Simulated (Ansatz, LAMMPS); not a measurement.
# Structural relaxation of Zn2+ FSI- in tetrahydrofuran and acetonitrile, from a frame at 300 K (160 atoms)

Aim: bring Zn2+ FSI- in tetrahydrofuran and acetonitrile, from a frame at 300 K (160 atoms) to a nearby minimum of the energy and see what moves.

Program: Ansatz 0.2.0. Level of theory: Kohn-Sham DFT, PBEsol, PAW (set soft_2), plane waves. Results are calculated unless marked as measured.

### 1. The structure

The cell holds 160 atoms: 38 C, 24 O, 73 H, 7 N, 8 S, 8 F and 2 Zn. Its edges and angles: a = 12.512 Å, b = 12.512 Å, c = 12.512 Å, α = 90.0°, β = 90.0°, γ = 90.0°. 8 tetrahydrofuran, 3 acetonitrile, 2 Zn2+, 4 FSI- placed at random, at 1.31 g/cm³; overlaps pushed apart, then 10 ps at 550 K with divalent ions of Li, Roberts, Chakravorty and Merz (J. Chem. Theory Comput. 9, 2733 (2013)); MMFF94 bonds, angles, torsions, charges and radii (Halgren, J. Comput. Chem. 17, 490 (1996)) in harmonic and 12-6 forms; charges of ions scaled by 0.8. Snapshot after 30 ps at 300 K and fixed volume.

Before any run, some limits are plain. The network of contacts between molecules at the start is that of the classical potential that made the cell. The functional has no dispersion term, which matters for the binding between molecules or layers. The density was typed from a rule of thumb and may lie off the real one at this temperature. Only the Γ point is sampled, in a cell whose shortest periodic width is 13 Å.

### 2. Single point at the start

A single point comes first, to see the forces before anything moves.

input.yaml

```yaml
crystal:
  lattice:
    - [12.51225, 0.0, 0.0]
    - [0.0, 12.51225, 0.0]
    - [0.0, 0.0, 12.51225]
  atoms:
    - { symbol: C, position: [0.57523, 0.4282, 0.12642] }
    - { symbol: C, position: [0.48873, 0.48665, 0.06387] }
    - { symbol: C, position: [0.53133, 0.49979, 0.95224] }
    - { symbol: O, position: [0.63643, 0.45858, 0.95168] }
    [... 150 atom lines left out ...]
    - { symbol: "N", position: [0.05688, 0.90518, 0.28627] }
    - { symbol: H, position: [0.20267, 0.81779, 0.09776] }
    - { symbol: H, position: [0.06975, 0.7943, 0.05282] }
    - { symbol: H, position: [0.12385, 0.92395, 0.04293] }
    - { symbol: Zn, position: [0.9512, 0.97407, 0.36926] }
    - { symbol: Zn, position: [0.86413, 0.54391, 0.56262] }
kpoints:
  mp_grid: { grid: [1, 1, 1] }
hamiltonian:
  xc: pbesol
scf:
  occupations: { method: fermi_dirac, width: 0.025 }
output:
  forces: true
  stress: true
  populations: true
  dos:
    method: { smearing: { sigma: 0.1 } }
    de: 0.1
    projected: { site_lists: { C: [C], F: [F], H: [H], "N": ["N"], O: [O] } }
  eigenvalues: true
```

Run with:

```sh
> ansatz run input.yaml --threads 4 --pin off --max-ram 8192MiB --backend cpu --events-out ev --progress --plain --runs-dir out
```

The job ended after 25 s (4 threads of Intel Xeon Platinum 8488C (Sapphire Rapids), shared host; peak memory 2.9 GiB; 92 s of CPU time).

Numbers from this run:

* free energy: -46649.2641 eV
* free energy per atom: -291.5579 eV/atom
* SCF cycles: 12
* pressure: 3.296 GPa
* r.m.s. force component: 1.162 eV/Å
* longest force: 7.552 eV/Å
* Fermi energy: 1.591 eV
* gap (highest filled to lowest empty level): 3.049 eV
* spilling of the projection: 0.01588

The r.m.s. force component of 1.2 eV/Å and the pressure of 3.3 GPa set the starting point.

Neighbours are counted within 1.34 Å (H-C), 1.85 Å (C-C), 1.73 Å (C-O), 1.62 Å (C-N), 1.88 Å (O-S), 2.48 Å (O-Zn), 1.98 Å (F-S), 1.98 Å (S-N), 2.33 Å (N-Zn).

Length of the force by element and coordination:

```
element  coordination  atoms  mean length of the force (eV/Å)  spread   least  most
      C           all     38                             1.86   0.839   0.685  3.98
      C             2      3                             1.48   0.126    1.33  1.64
      C             4     35                             1.90   0.865   0.685  3.98
      F           all      8                             1.09   0.619   0.503  2.55
      H           all     73                            0.966   0.636  0.0589  3.24
      N           all      7                             2.82    1.00    1.88  4.32
      O           all     24                             2.02   0.815   0.420  3.92
      O             1      9                             2.05   0.518    1.42  3.01
      O             2     13                             1.82   0.842   0.420  3.34
      O             3      2                             3.19   0.725    2.47  3.92
      S           all      8                             4.76    1.34    2.64  7.55
     Zn           all      2                             1.74   0.518    1.22  2.25
```

### 3. Relaxation

The atoms are relaxed in the fixed cell, aiming at the force tolerance of the input.

input.yaml, the sections that differ from step 2:

```yaml
output:
  forces: true
relax:
  f_tol: 0.03
  max_steps: 200
# crystal, kpoints, hamiltonian, scf: as in step 2
```

Run time: 11 min. Hardware: 4 threads; peak memory 2.8 GiB.

Relaxation path (22 of 60):

```
step  energy less that of the first step (eV)  largest force component (eV/Å)
   1                                   0.0000                          5.1861
   4                                  -9.4335                          0.6188
   7                                  -9.9139                          0.3728
   9                                 -10.0622                          0.1993
  12                                 -10.1696                          0.6367
  15                                 -10.2430                          0.4954
  18                                 -10.3151                          0.4822
  21                                 -10.3841                          0.7150
  23                                 -10.4341                          0.6520
  26                                 -10.5298                          0.5885
  29                                 -10.5868                          0.1442
  32                                 -10.6036                          0.0861
  35                                 -10.6126                          0.1094
  38                                 -10.6209                          0.0686
  40                                 -10.6250                          0.0601
  43                                 -10.6306                          0.0681
  46                                 -10.6350                          0.0831
  49                                 -10.6385                          0.0516
  52                                 -10.6409                          0.0536
  54                                 -10.6426                          0.0751
  57                                 -10.6462                          0.0547
  60                                 -10.6481                          0.0248
```

The atoms that moved most (Å):

```
atom      dx      dy      dz  length
 H49  -2.466   1.093  -1.902   3.300
 H47  -0.425   2.371  -1.184   2.684
 H99  -0.995   2.216  -0.408   2.463
 O43  -2.147  -0.021  -1.179   2.450
H101  -2.166   0.816   0.569   2.383
 H98   0.966   1.937  -0.594   2.244
 H13  -0.548  -1.304  -1.741   2.244
 C42  -1.758   0.458  -1.238   2.198
```

The relaxation changed the energy by -66.5 meV/atom, and atoms moved by 1.0 Å r.m.s., 3.3 Å at most.

### 4. Local order after relaxation

Bonds before and after, by the cutoffs listed below:

```
pair  bonds before  bonds after  mean before (Å)  mean after (Å)  spread before (Å)  spread after (Å)
 H-C            73           73            1.091           1.104              0.027             0.003
 C-C            27           27            1.501           1.510              0.033             0.029
 C-O            16           16            1.429           1.441              0.032             0.008
 C-N             3            3            1.176           1.157              0.003             0.001
 O-S            16           16            1.460           1.442              0.020             0.012
O-Zn             9            9            1.959           2.119              0.070             0.034
 F-S             8            8            1.588           1.589              0.017             0.012
 S-N             8            8            1.547           1.573              0.026             0.016
N-Zn             3            3            1.901           1.996              0.030             0.024
```

Density 1.31 g/cm³, 12.24 Å³ an atom.

Pair distribution functions g(r), in bins of 0.2 Å:

```
r (Å)  total   H-H    H-C   H-O   H-F   H-S   H-N
 1.00   0.58  0.00   2.67  0.00  0.00  0.00  0.00
 1.20   3.12  0.00  13.75  0.00  0.00  0.00  0.00
 1.40   1.03  0.00   0.00  0.00  0.00  0.00  0.00
 1.60   1.02  0.00   0.00  0.00  0.00  0.00  0.00
 1.80   0.78  3.77   0.00  0.00  0.00  0.00  0.00
 2.00   0.74  0.00   0.58  3.72  0.00  0.00  0.00
 2.20   1.33  0.12   5.62  0.19  0.00  0.00  0.00
 2.40   1.46  3.02   0.00  0.23  0.00  0.00  0.00
 2.60   0.47  0.86   0.04  0.75  0.57  0.00  0.22
 2.80   1.08  2.01   1.30  1.57  1.00  0.00  0.40
 3.00   0.96  1.53   1.16  0.86  1.20  0.00  0.83
 3.20   0.90  0.51   1.43  0.90  0.67  0.26  1.98
 3.40   1.01  0.73   1.60  0.94  0.69  1.15  0.41
 3.60   0.75  1.12   0.67  0.40  0.53  1.45  0.24
 3.80   0.98  1.38   0.99  0.66  0.56  0.82  0.74
 4.00   0.85  1.14   0.61  0.72  0.91  0.75  0.58
 4.20   0.99  1.10   0.91  0.81  1.15  1.21  0.61
 4.40   0.97  1.04   0.98  0.96  0.97  0.34  0.88
 4.60   0.96  0.85   0.96  0.97  0.75  0.69  0.71
 4.80   1.06  1.14   0.98  0.96  1.39  0.98  0.86
 5.00   0.97  0.77   1.10  0.82  0.59  0.96  1.22
 5.20   1.02  1.03   0.87  1.00  0.84  0.93  1.19
 5.40   1.09  1.07   1.06  1.18  1.24  1.10  1.21
 5.60   1.10  0.97   1.08  1.07  1.49  1.20  1.08
 5.80   1.00  1.04   1.10  0.89  1.05  1.23  0.68
 6.00   1.00  0.87   1.06  1.05  0.81  1.07  1.06
 6.20   0.98  0.88   0.83  0.99  1.25  1.35  1.47
```

Bonds by pair of elements; cutoffs follow the first minimum of g(r), held within bounds set by covalent radii, and pairs that aren't listed don't count as bonded:

```
pair A-B  cutoff (Å)  bonds  mean length (Å)  spread (Å)  shortest (Å)  B about A  A about B
     H-C        1.34     73             1.10       0.003          1.10          1       1.92
     C-C        1.85     27             1.51       0.029          1.43       1.42       1.42
     C-O        1.73     16             1.44       0.008          1.43      0.421      0.667
     C-N        1.62      3             1.16       0.001          1.16      0.079      0.429
     O-S        1.88     16             1.44       0.012          1.43      0.667          2
    O-Zn         2.5      9             2.12       0.034          2.08      0.375        4.5
     F-S        1.98      8             1.59       0.012          1.57          1          1
     S-N        1.98      8             1.57       0.016          1.54          1       1.14
    N-Zn        2.43      3             2.00       0.024          1.97      0.429        1.5
```

How many atoms have how many bonded neighbours:

```
element  mean   1   2  3   4  6
      C  3.84   0   3  0  35  0
      F     1   8   0  0   0  0
      H     1  73   0  0   0  0
      N     2   0   7  0   0  0
      O  1.71   9  13  2   0  0
      S     4   0   0  0   8  0
     Zn     6   0   0  0   0  2
```

Bond angles (no mean is given where the spread exceeds 20°):

```
angle  count  mean (°)  spread (°)
C-C-H    105       112         1.6
H-C-H     41       109         0.8
H-C-O     32       109         0.6
C-C-O     16       106         0.7
C-C-C     16       102         0.4
```

Bond length by coordination (bonds to H left out):

```
element  coordination  atoms  mean bond length (Å)
      C             2      3                  1.29
      C             4     35                  1.50
      O             1      9                  1.43
      O             2     13                  1.63
      O             3      2                  1.66
```

Rings of the network by King's shortest-path rule, up to 12 atoms, one path for each pair of neighbours; H, halogens, alkali and alkaline-earth atoms are left out, and the last column divides by all other atoms, bonded or not:

```
ring size (atoms)  rings  per network atom
                5      8             0.101
                6      1             0.013
```

For some of the pairs, g(r) has its first main peak near 1.8 Å (H-H), 1.1 Å (H-C), 2.1 Å (H-O), 2.9 Å (H-F), 3.5 Å (H-S) and 3.1 Å (H-N). With the cutoffs above, 92 % of C atoms have 4, all F atoms have 1, all H atoms have 1 and all N atoms have 2 bonded neighbours. The C-C-H angle averages 112° with a spread of 1.6°. Rings of 5 atoms are the most common (89 % of those counted); sizes run from 5 to 6.

### 5. Single point at the relaxed geometry

One more single point at the end of the walk gives the fuller output and checks the residual forces.

input.yaml

```yaml
crystal:
  lattice:
    - [12.51225, 0.0, 0.0]
    - [0.0, 12.51225, 0.0]
    - [0.0, 0.0, 12.51225]
  atoms:
    - { symbol: C, position: [0.57357, 0.35459, 0.06183] }
    - { symbol: C, position: [0.51815, 0.46185, 0.07884] }
    - { symbol: C, position: [0.53083, 0.51329, 0.9696] }
    - { symbol: O, position: [0.63018, 0.47439, 0.9272] }
    [... 150 atom lines left out ...]
    - { symbol: "N", position: [0.05297, 0.90436, 0.25027] }
    - { symbol: H, position: [0.17466, 0.73073, 0.11486] }
    - { symbol: H, position: [0.05962, 0.77489, 0.04073] }
    - { symbol: H, position: [0.18036, 0.85442, 0.03827] }
    - { symbol: Zn, position: [0.95213, 0.96197, 0.35641] }
    - { symbol: Zn, position: [0.90499, 0.55027, 0.58414] }
kpoints:
  mp_grid: { grid: [1, 1, 1] }
hamiltonian:
  xc: pbesol
scf:
  occupations: { method: fermi_dirac, width: 0.025 }
output:
  forces: true
  stress: true
  populations: intrinsic
  dos:
    method: { smearing: { sigma: 0.15 } }
    de: 0.1
    projected: { site_lists: { C: [C], F: [F], H: [H], "N": ["N"], O: [O] } }
  eigenvalues: true
  write_density: true
  write_potential: true
  volumetric_format: npy
  elf: true
```

It took 27 s on 4 threads; peak memory 2.8 GiB.

The program notes that the exchange-correlation potential is rough where the density is thin.

Read from the output:

- free energy: -46659.9121 eV
- free energy per atom: -291.6245 eV/atom
- SCF cycles: 12
- pressure: 0.1054 GPa
- r.m.s. force component: 0.00421 eV/Å
- longest force: 0.02952 eV/Å
- Fermi energy: 1.922 eV
- gap (highest filled to lowest empty level): 3.7 eV

Intrinsic-atomic-orbital charges by element and coordination:

```
element  coordination  atoms  mean charge (e)  spread   least    most
      C           all     38           -0.227   0.202  -0.593   0.303
      C             2      3            0.286  0.0122   0.276   0.303
      C             4     35           -0.271   0.140  -0.593  -0.125
      F           all      8           -0.477  0.0109  -0.494  -0.461
      H           all     73            0.185  0.0248   0.142   0.255
      N           all      7           -0.772   0.331   -1.07  -0.374
      O           all     24           -0.732   0.220  -0.937  -0.400
      O             1      9           -0.859  0.0145  -0.884  -0.838
      O             2     13           -0.686   0.256  -0.937  -0.400
      O             3      2           -0.464  8.0e-4  -0.464  -0.463
      S           all      8             2.36  0.0087    2.35    2.38
     Zn           all      2             1.51   0.003    1.50    1.51
```

States in the cell by windows of 1 eV, zero at the Fermi level; the larger projections on atomic orbitals stand beside the total:

```
from (eV)  to (eV)  total   C p   O p  H s   F p  N p
      -14      -13    0.0   0.0   0.0  0.0   0.0  0.0
      -13      -12    8.0   0.0   0.9  0.0   3.2  0.1
      -12      -11   28.7   5.7   3.6  4.6   3.4  1.1
      -11      -10   25.3   4.5   5.2  3.7   1.8  0.6
      -10       -9   32.5   8.9   8.0  3.2   2.5  1.9
       -9       -8   45.5  15.6   7.3  5.1   7.6  2.0
       -8       -7   63.2  14.7  11.0  6.2  15.8  2.3
       -7       -6   51.5  16.4  16.1  7.7   3.7  2.5
       -6       -5   56.2  19.4  17.4  6.0   1.9  7.1
       -5       -4   65.0  21.6  24.3  9.5   2.1  3.9
       -4       -3   20.0   3.0   9.4  2.0   0.3  4.4
       -3       -2    9.5   1.1   6.2  2.0   0.0  0.1
       -2       -1    2.6   0.3   1.7  0.5   0.0  0.0
       -1        1    0.0   0.0   0.0  0.0   0.0  0.0
        1        2    3.5   1.0   0.1  0.4   0.1  0.7
        2        3   25.1   5.1   1.9  3.0   1.2  3.5
        3        4   32.6   2.7   2.9  6.0   0.8  0.8
        4        5   40.8   6.1   2.9  6.8   0.5  0.9
```

Between -26 and -14 eV lie 108 more states.

Not all projections were asked for or kept, so they needn't add up to the total.

The levels nearest the highest filled one (over half full), pooled over k-points and spins:

```
level less the highest filled one (eV)  occupation
                                -0.868           2
                                -0.654           2
                                -0.414           2
                                -0.326           2
                                -0.251           2
                                     0           2
                                  3.70           0
                                  3.81           0
                                  3.89           0
                                  3.97           0
                                  4.04           0
                                  4.25           0
```

Mean intrinsic-atomic-orbital charges: C -0.23, F -0.48, H +0.19, N -0.77, O -0.73, S +2.36 e.

1 further run on a deliberately doubtful input is not shown.

### 6. Results

| Property | Result |
| --- | --- |
| energy change in the relaxation | -66.55 meV/atom |
| r.m.s. displacement | 1.031 Å |
| largest displacement | 3.3 Å |
| free energy per atom | -291.6245 eV/atom |
| pressure | 0.1054 GPa |
| r.m.s. force component | 0.00421 eV/Å |
| gap (highest filled to lowest empty level) | 3.7 eV |
| wall time of the 3 DFT runs | 12 min |

Relaxation lowers the energy by 66.5 meV/atom and moves atoms by 1.0 Å r.m.s.; the r.m.s. force component goes from 1.2 to 0.0042 eV/Å, the pressure goes from 3.3 to 0.11 GPa, and the gap from 3.05 to 3.70 eV. By the final cutoffs no bond was broken or made. From the first step to the last the energy fell by 10.648 eV, and the largest move was 3.30 Å (H49). The O-Zn bonds change most in mean length: from 1.959 Å (spread 0.070) to 2.119 Å (spread 0.034). With the cutoffs above, 92 % of C atoms have 4, all F atoms have 1, all H atoms have 1 and all N atoms have 2 bonded neighbours. Between filled and empty levels lie 3.70 eV (at Γ alone); a semilocal functional tends to put such gaps too low. In a disordered cell it changes from sample to sample and from frame to frame.

What to keep in mind: The network of contacts between molecules at the start is that of the classical potential that made the cell; in DFT atoms moved by 1.0 Å r.m.s.

[Logs are printed without paths, hosts, clocks, repeated set-up lines and the standing remarks that a program may print on its own settings, such as how far it seeks lower states.]

[Hosts, paths, dates, database ids (printed as entryN), source tags and the programs' standing remarks are cut or masked in the printed files.]

[The MMFF94 radii named for the starting cell were scaled by 0.96; in molecules described by MMFF94, hydrogen bound to N, O or S took a small fixed 12-6 site in their place.]
